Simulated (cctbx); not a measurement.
## Symmetry from intensities

Cell: a = 4.1460 Å, b = 4.1460 Å, c = 10.3280 Å, α = 90.00°, β = 90.00°, γ = 90.00°. Expected content of the cell: Gd2 Ru4 Ga4.

Simulated single-crystal data (cctbx): synchrotron X-rays, λ = 0.6889 Å, to d = 0.8 Å, 95 % of the full sphere, strongest reflection 70000 counts, noise from counting, a 6 % proportional error and a noise floor of 15 counts (s.d.); no absorption, some extinction.

Tests on the unmerged data give:

```text
1390 reflections to d = 0.803 A
centring   violations  <I/sigma> of those
    A        368 of   710      7.6
    B        360 of   694      7.7
    C        358 of   690      7.0
    I          0 of   667      0.0
    R        459 of   932      7.1
    F        543 of  1047      7.5
Laue class    unique    Rint  (classes that these axes allow; Friedel mates merged)
I 1 2/m 1         217   0.040
I 1 1 2/m         204   0.041
I 2/m 1 1         217   0.041
I m m m           129   0.044
I 4/m             105   0.046
I 4/m m m          76   0.046
space group    extra absences  I>4sigma  <I/sigma>
I 4 2 2                 0          0         -  acentric
I 4 m m                 0          0         -  acentric
I -4 m 2                0          0         -  acentric
I -4 2 m                0          0         -  acentric
I 4/m m m               0          0         -  centric
Wilson B = 1.33 A^2   <|E^2-1|> = 0.776 (0.968 centric, 0.736 acentric)   E^2>4: 1.3 %
shell (A)         n   <I/sigma>
 5.16 - 1.45     16     34.2
 1.45 - 1.16     12     42.4
 1.16 - 1.01     11     38.3
 1.01 - 0.92     13     41.2
 0.92 - 0.85      9     37.3
 0.85 - 0.80     15     41.6
```

**Question.** What are the lattice type, the Laue class and the likely space group?

The reflections that I centring forbids are absent (⟨I/σ⟩ near 0), so the lattice is I.

Rint stays low (0.040 to 0.046) up to I 4/m m m, the highest class in these axes.

5 settings pass the absence test. No glide or screw absences show, which leaves I 4 2 2, I 4 m m, I -4 m 2, I -4 2 m and I 4/m m m.

⟨|E²−1|⟩ = 0.776 leans to a non-centrosymmetric structure. Here that hint misleads: the statistic assumes many like atoms on general positions, and few, heavy or special-position atoms break it. The Wilson B of 1.33 Å² means U ≈ 0.0168 Å².

The true group is I4/mmm (no. 139), Laue class 4/mmm, centrosymmetric. The tables only narrow the choice to the tied entries; cell content, site symmetry and trial solutions must settle it.

This is a model crystal, built by substitution and not relaxed, with assumed displacement parameters.

[Logs are printed without paths, hosts, clocks, repeated set-up lines and the standing remarks that a program may print on its own settings, such as how far it seeks lower states.]
